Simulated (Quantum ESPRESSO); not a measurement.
# Collinear magnetic orders of NaVS2 with Quantum ESPRESSO, part 2 of 2

A self-consistent run ends on one state, which hangs on the start. Several orders of NaVS2 are started in Quantum ESPRESSO and their energies compared.

Quantum ESPRESSO 7.5; PBEsol; plane waves with GBRV 1.5 PBEsol potentials, no spin-orbit coupling.

So far, absolute magnetization (μB): step 2 (run 1, typed as ferro +) 1.56.

## Step 3: Start 2: antiferro q=(0,0,1/2) +−

The cell is doubled to 8 atoms to hold this order. The wavevector q is in fractions of the reciprocal vectors of the crystal's primitive cell, as the cells of these inputs are built from it; moments change sign between cells as cos(2π q·R).

Input file pw.py:

```python
from ase import Atoms
from ase.calculators.espresso import Espresso, EspressoProfile

atoms = Atoms(['Na', 'Na', 'V', 'V', 'S', 'S', 'S', 'S'],
    cell=[[1.673, 0.965907, 7.00666667],
         [-1.673, 0.965907, 7.00666667],
         [0.0, -3.863628, 14.01333333]],
    scaled_positions=[[0.83, 0.83, 0.415],
         [0.83, 0.83, 0.915],
         [0.0, 0.0, 0.0],
         [0.0, 0.0, 0.5],
         [0.61, 0.61, 0.305],
         [0.61, 0.61, 0.805],
         [0.4, 0.4, 0.2],
         [0.4, 0.4, 0.7]],
    pbc=True,
    magmoms=[0.0, 0.0, 2.0, -2.0, 0.0, 0.0, 0.0, 0.0])
input_data = {
    'control': {'calculation': 'scf', 'prefix': 'pwscf', 'outdir': './tmp', 'disk_io': 'nowf'},
    'system': {'ecutwfc': 40.0, 'ecutrho': 280.0, 'nbnd': 46, 'occupations': 'smearing', 'smearing': 'fd', 'degauss': 0.00367493, 'nspin': 2},
    'electrons': {'conv_thr': 1.6e-08, 'electron_maxstep': 150, 'mixing_beta': 0.3},
}
atoms.calc = Espresso(
    profile=EspressoProfile(command='mpirun -n 4 pw.x -nk 4', pseudo_dir='pseudo'),
    pseudopotentials={'V': 'v_pbesol_v1.4.uspp.F.UPF', 'S': 's_pbesol_v1.4.uspp.F.UPF', 'Na': 'na_pbesol_v1.5.uspp.F.UPF'},
    input_data=input_data,
    kpts=(8, 8, 4),
    koffset=(0, 0, 0))
atoms.get_potential_energy()
energy = atoms.calc.results['free_energy']
print(f'free energy: {energy:.6f} eV')
print('site moments (muB):', atoms.get_magnetic_moments().round(3))
```

The run is started by

```
$ OMP_NUM_THREADS=1 python3 pw.py > pw.log
```

The log of the run:

```text
[banner, memory and clock lines left out]
free energy: -7849.145841 eV
site moments (muB): [-0.002  0.002  1.028 -1.028  0.004 -0.004  0.    -0.   ]

--- espresso.pwo ---
Program PWSCF v.7.5 starts

Warning: card &CELL ignored
Warning: card &FCP ignored
Warning: card &RISM ignored

     Message from routine setup:
     using ibrav=0 with symmetry is DISCOURAGED, use correct ibrav instead

     bravais-lattice index     =            0
     lattice parameter (alat)  =      13.7347  a.u.
     unit-cell volume          =     916.8970 (a.u.)^3
     number of atoms/cell      =            8
     number of atomic types    =            4
     number of electrons       =        68.00
     number of Kohn-Sham states=           46
     kinetic-energy cutoff     =      40.0000  Ry
     charge density cutoff     =     280.0000  Ry
     scf convergence threshold =      1.6E-08
     mixing beta               =       0.3000
     number of iterations used =            8  plain     mixing
     Exchange-correlation= SLA  PW   PSX  PSC
                           (   1   4  10   8   0   0   0)

     celldm(1)=  13.734719  celldm(2)=   0.000000  celldm(3)=   0.000000
     celldm(4)=   0.000000  celldm(5)=   0.000000  celldm(6)=   0.000000

     crystal axes: (cart. coord. in units of alat)
               a(1) = (   0.230184   0.132897   0.964030 )
               a(2) = (  -0.230184   0.132897   0.964030 )
               a(3) = (   0.000000  -0.531587   1.928060 )

     reciprocal axes: (cart. coord. in units 2 pi/alat)
               b(1) = (  2.172176  1.254106  0.345771 )
               b(2) = ( -2.172176  1.254106  0.345771 )
               b(3) = (  0.000000 -1.254106  0.172885 )

     PseudoPot. # 1 for Na read from file:
     na_pbesol_v1.5.uspp.F.UPF
     Pseudo is Ultrasoft, Zval =  9.0

     PseudoPot. # 2 for V  read from file:
     v_pbesol_v1.4.uspp.F.UPF
     Pseudo is Ultrasoft + core correction, Zval = 13.0

     PseudoPot. # 3 for V  read from file:
     v_pbesol_v1.4.uspp.F.UPF
     Pseudo is Ultrasoft + core correction, Zval = 13.0

     PseudoPot. # 4 for S  read from file:
     s_pbesol_v1.4.uspp.F.UPF
     Pseudo is Ultrasoft + core correction, Zval =  6.0

     atomic species   valence    mass     pseudopotential
     Na                9.00    22.98977     Na( 1.00)
     V                13.00    50.94150     V ( 1.00)
     V1               13.00    50.94150     V ( 1.00)
     S                 6.00    32.06000     S ( 1.00)

     Starting magnetic structure
     atomic species   magnetization
     Na              0.000
     V               0.154
     V1             -0.154
     S               0.000

      2 Sym. Ops. (no inversion) found

   Cartesian axes

     site n.     atom                  positions (alat units)
         1        Na     tau(   1) = (   0.0000000  -0.0000000   2.4004347  )
         2        Na     tau(   2) = (   0.0000000  -0.2657935   3.3644646  )
         3        V      tau(   3) = (   0.0000000   0.0000000   0.0000000  )
         4        V1     tau(   4) = (   0.0000000  -0.2657935   0.9640300  )
         5        S      tau(   5) = (  -0.0000000  -0.0000000   1.7641749  )
         6        S      tau(   6) = (  -0.0000000  -0.2657935   2.7282048  )
         7        S      tau(   7) = (  -0.0000000   0.0000000   1.1568360  )
         8        S      tau(   8) = (  -0.0000000  -0.2657935   2.1208660  )

     number of k points=    78  Fermi-Dirac smearing, width (Ry)=  0.0037
                       cart. coord. in units 2pi/alat
        k(    1) = (   0.0000000   0.0000000   0.0000000), wk =   0.0039062
        k(    2) = (   0.0000000  -0.3135266   0.0432213), wk =   0.0078125
        k(    3) = (   0.0000000   0.6270532  -0.0864427), wk =   0.0039062
        k(    4) = (  -0.2715220   0.1567633   0.0432213), wk =   0.0156250
        k(    5) = (  -0.2715220  -0.1567633   0.0864427), wk =   0.0156250
        [... 73 further k-points ...]

     Dense  grid:    72581 G-vectors     FFT dimensions: (  75,  75, 150)

     Smooth grid:    31313 G-vectors     FFT dimensions: (  60,  60, 120)

     Generating pointlists ...
     new r_m :   0.1591 (alat units)  2.1855 (a.u.) for type    1
     new r_m :   0.1288 (alat units)  1.7691 (a.u.) for type    2
     new r_m :   0.1288 (alat units)  1.7691 (a.u.) for type    3
     new r_m :   0.1288 (alat units)  1.7691 (a.u.) for type    4

     Initial potential from superposition of free atoms

     starting charge      67.9847, renormalised to      68.0000

     negative rho (up, down):  7.324E-04 7.324E-04
     Starting wfcs are   46 randomized atomic wfcs

     Self-consistent Calculation

     iteration #  1     ecut=    40.00 Ry     beta= 0.30
     Davidson diagonalization with overlap
     ethr =  1.00E-02,  avg # of iterations =  6.5

     Threshold (ethr) on eigenvalues was too large:
     Diagonalizing with lowered threshold

     Davidson diagonalization with overlap
     ethr =  5.39E-04,  avg # of iterations =  2.8

     negative rho (up, down):  8.402E-04 8.401E-04

     total energy              =    -576.85001984 Ry
     estimated scf accuracy    <       0.37748667 Ry

     total magnetization       =    -0.00 Bohr mag/cell
     absolute magnetization    =     3.17 Bohr mag/cell

     iteration #  2     ecut=    40.00 Ry     beta= 0.30
     Davidson diagonalization with overlap
     ethr =  5.55E-04,  avg # of iterations =  2.8

     negative rho (up, down):  9.365E-04 9.367E-04

     total energy              =    -576.88528267 Ry
     estimated scf accuracy    <       0.07043609 Ry

     total magnetization       =     0.00 Bohr mag/cell
     absolute magnetization    =     3.06 Bohr mag/cell

     [... further iterations left out ...]

     iteration # 17     ecut=    40.00 Ry     beta= 0.30
     Davidson diagonalization with overlap
     ethr =  9.46E-11,  avg # of iterations =  2.1

     negative rho (up, down):  1.249E-03 1.249E-03

     total energy              =    -576.90162909 Ry
     estimated scf accuracy    <       0.00000002 Ry

     total magnetization       =    -0.00 Bohr mag/cell
     absolute magnetization    =     2.74 Bohr mag/cell

     iteration # 18     ecut=    40.00 Ry     beta= 0.30
     Davidson diagonalization with overlap
     ethr =  2.47E-11,  avg # of iterations =  2.1

     negative rho (up, down):  1.249E-03 1.249E-03

     Magnetic moment per site  (integrated on atomic sphere of radius R)
     atom   1 (R=0.159)  charge=  8.1653  magn= -0.0017
     atom   2 (R=0.159)  charge=  8.1653  magn=  0.0017
     atom   3 (R=0.129)  charge= 10.5636  magn=  1.0280
     atom   4 (R=0.129)  charge= 10.5636  magn= -1.0280
     atom   5 (R=0.129)  charge=  3.8149  magn=  0.0037
     atom   6 (R=0.129)  charge=  3.8149  magn= -0.0037
     atom   7 (R=0.129)  charge=  3.7668  magn=  0.0002
     atom   8 (R=0.129)  charge=  3.7668  magn= -0.0002

     End of self-consistent calculation

     Number of k-points >= 100: set verbosity='high' to print the bands.

     the Fermi energy is     9.0905 ev

!    total energy              =    -576.90162910 Ry
     estimated scf accuracy    <          3.2E-09 Ry
     smearing contrib. (-TS)   =      -0.00329006 Ry
     internal energy E=F+TS    =    -576.89833904 Ry

     The total energy is F=E-TS. E is the sum of the following terms:
     one-electron contribution =    -335.51682178 Ry
     hartree contribution      =     191.83520375 Ry
     xc contribution           =    -101.16060112 Ry
     ewald contribution        =    -332.05611988 Ry

     total magnetization       =     0.00 Bohr mag/cell
     absolute magnetization    =     2.74 Bohr mag/cell

     convergence has been achieved in  18 iterations
```

Elapsed: 15 min, on 4 MPI ranks of Arm Neoverse V1, shared host; peak memory 1.8 GiB.

Spin moment in the atom's sphere by atom:

```tsv
atom	spin moment in the atom's sphere (μB)
Na1	0.00
Na2	0.00
V3	1.03
V4	-1.03
S5	0.00
S6	0.00
S7	0.00
S8	0.00
```

Numbers from this step:

* smearing term TS: 0.04476 eV
* magnetization: 0 μB
* absolute magnetization: 2.735 μB
* final state: antiferromagnetic

## Step 4: Run 3, typed as no spin polarisation

Input file pw.py:

```python
from ase import Atoms
from ase.calculators.espresso import Espresso, EspressoProfile

atoms = Atoms(['Na', 'V', 'S', 'S'],
    cell=[[1.673, 0.965907, 7.00666667],
         [-1.673, 0.965907, 7.00666667],
         [0.0, -1.931814, 7.00666667]],
    scaled_positions=[[0.83, 0.83, 0.83],
         [0.0, 0.0, 0.0],
         [0.61, 0.61, 0.61],
         [0.4, 0.4, 0.4]],
    pbc=True)
input_data = {
    'control': {'calculation': 'scf', 'prefix': 'pwscf', 'outdir': './tmp', 'disk_io': 'nowf'},
    'system': {'ecutwfc': 40.0, 'ecutrho': 280.0, 'nbnd': 25, 'occupations': 'smearing', 'smearing': 'fd', 'degauss': 0.00367493},
    'electrons': {'conv_thr': 8e-09, 'electron_maxstep': 150, 'mixing_beta': 0.3},
}
atoms.calc = Espresso(
    profile=EspressoProfile(command='mpirun -n 4 pw.x -nk 4', pseudo_dir='pseudo'),
    pseudopotentials={'V': 'v_pbesol_v1.4.uspp.F.UPF', 'S': 's_pbesol_v1.4.uspp.F.UPF', 'Na': 'na_pbesol_v1.5.uspp.F.UPF'},
    input_data=input_data,
    kpts=(8, 8, 8),
    koffset=(0, 0, 0))
atoms.get_potential_energy()
energy = atoms.calc.results['free_energy']
print(f'free energy: {energy:.6f} eV')
```

The run is started by

```
$ OMP_NUM_THREADS=1 python3 pw.py > pw.log
```

The log of the run:

```text
     [... lines left out ...]
free energy: -3924.521014 eV
--- espresso.pwo ---
Program PWSCF v.7.5 starts
     [... lines left out ...]
     number of atoms/cell      =            4
     [... lines left out ...]
     number of electrons       =        34.00
     number of Kohn-Sham states=           25
     kinetic-energy cutoff     =      40.0000  Ry
     charge density cutoff     =     280.0000  Ry
     scf convergence threshold =      8.0E-09
     [... lines left out ...]
      6 Sym. Ops. (no inversion) found
     [... lines left out ...]
     number of k points=    65  Fermi-Dirac smearing, width (Ry)=  0.0037
     [... lines left out ...]
     iteration # 11     ecut=    40.00 Ry     beta= 0.30
     [... lines left out ...]
     the Fermi energy is     9.2019 ev
!    total energy              =    -288.44699951 Ry
     estimated scf accuracy    <          5.2E-09 Ry
     smearing contrib. (-TS)   =      -0.00139115 Ry
     [... lines left out ...]
     convergence has been achieved in  11 iterations
```

Elapsed: 66 s, on 4 MPI ranks; peak memory 0.6 GiB.

Read from the output:

| Quantity | Value |
| --- | --- |
| smearing term TS | 0.01893 eV |
| final state | non-magnetic (no spin polarisation) |

## Step 5: An input with a fault

As a test, an input with a fault in it is run.

Input file pw.in:

```
&CONTROL
  calculation = 'scf'
  prefix = 'pwscf'
  outdir = './tmp'
  pseudo_dir = './pseudo'
  disk_io = 'nowf'
/
&SYSTEM
  ibrav = 0
  nat = 4
  ntyp = 3
  ecutwfc = 40
  ecutrho = 280
  nbnd = 26
  occupations = 'smearing'
  smearing = 'fd'
  degauss = 0.00367493
  nspin = 2
  starting_magnetization(1) = 0
  starting_magnetization(2) = 0.1538
  starting_magnetization(3) = 0
&ELECTRONS
  conv_thr = 8d-09
  electron_maxstep = 50
  mixing_beta = 0.3
/
ATOMIC_SPECIES
Na     22.9898 na_pbesol_v1.5.uspp.F.UPF
V      50.9415 v_pbesol_v1.4.uspp.F.UPF
S      32.0600 s_pbesol_v1.4.uspp.F.UPF
CELL_PARAMETERS angstrom
   1.6730000000    0.9659070004    7.0066666667
  -1.6730000000    0.9659070004    7.0066666667
   0.0000000000   -1.9318140007    7.0066666667
ATOMIC_POSITIONS crystal
Na      0.8300000000    0.8300000000    0.8300000000
V       0.0000000000    0.0000000000    0.0000000000
S       0.6100000000    0.6100000000    0.6100000000
S       0.4000000000    0.4000000000    0.4000000000
K_POINTS automatic
8 8 8 0 0 0
```

The run is started by

```
$ OMP_NUM_THREADS=1 mpirun -n 4 pw.x -nk 4 -in pw.in > pw.out
```

The log of the run:

```text
     [... lines left out ...]
Program PWSCF v.7.5 starts
     Error in routine  read_namelists (1):
      bad line in namelist &system: "&ELECTRONS" (error could be in the previous line)
 %%%%%%%%%%%%%%%%%%%%%%%%%%%%%%%%%%%%%%%%%%%%%%%%%%%%%%%%%%%%%%%%%%%%%%%%%%%%%%
     stopping ...
```

Elapsed: 0.5 s, on 4 MPI ranks; peak memory 0.05 GiB.

The input was rejected at the start.

The program's message: “read_namelists (1): bad line in namelist &system: "&ELECTRONS" (error could be in the previous line)”

The fault put into the input: a namelist without its slash.

## Step 6: Ranking

An order is kept where moments of 0.15 μB or more survive with the typed signs; meshes match where a doubled cell samples the same k points as the first cell.

Orders:

```tsv
start	final state	typed order kept	energy over the lowest (meV a seeded atom)	largest site moment (μB)	net moment (μB a cell of the first run)	mesh matched	CPU time (s)
ferro +	ferromagnetic	yes	99.75	1.133	1.502	yes	754.5
antiferro q=(0,0,1/2) +-	antiferromagnetic	yes	0	1.028	0	yes	3543
no spin polarisation	non-magnetic	-	51.91	0	0	yes	263.5
```

## Step 7: Outcome

| Item | Value |
| --- | --- |
| lowest state found | antiferromagnetic (from antiferro q=(0,0,1/2) +-) |
| largest site moment | 1.03 μB |
| next state with moments | ferromagnetic, 99.7 meV a seeded atom higher |
| state without moments | 51.9 meV a seeded atom higher |

**Reading.** This is the lowest of 3 collinear or spinless starts, no proof of the ground state. No Hubbard term acts here. In such compounds local and semilocal functionals without one often delocalise the d electrons, and can shrink or lose moments and miss the size, sign and order of the couplings.

[Logs and program files are shortened in this print: banners, set-up blocks, solver, clock and traceback lines can be left out without a mark of their own.]

[Logs are printed without paths, hosts, clocks, repeated set-up lines and the standing remarks that a program may print on its own settings, such as how far it seeks lower states.]

[Hosts, paths, dates, database ids (printed as entryN), source tags and the programs' standing remarks are cut or masked in the printed files.]

[Where a cell is said to come from a database of computed structures, the database is the Materials Project.]
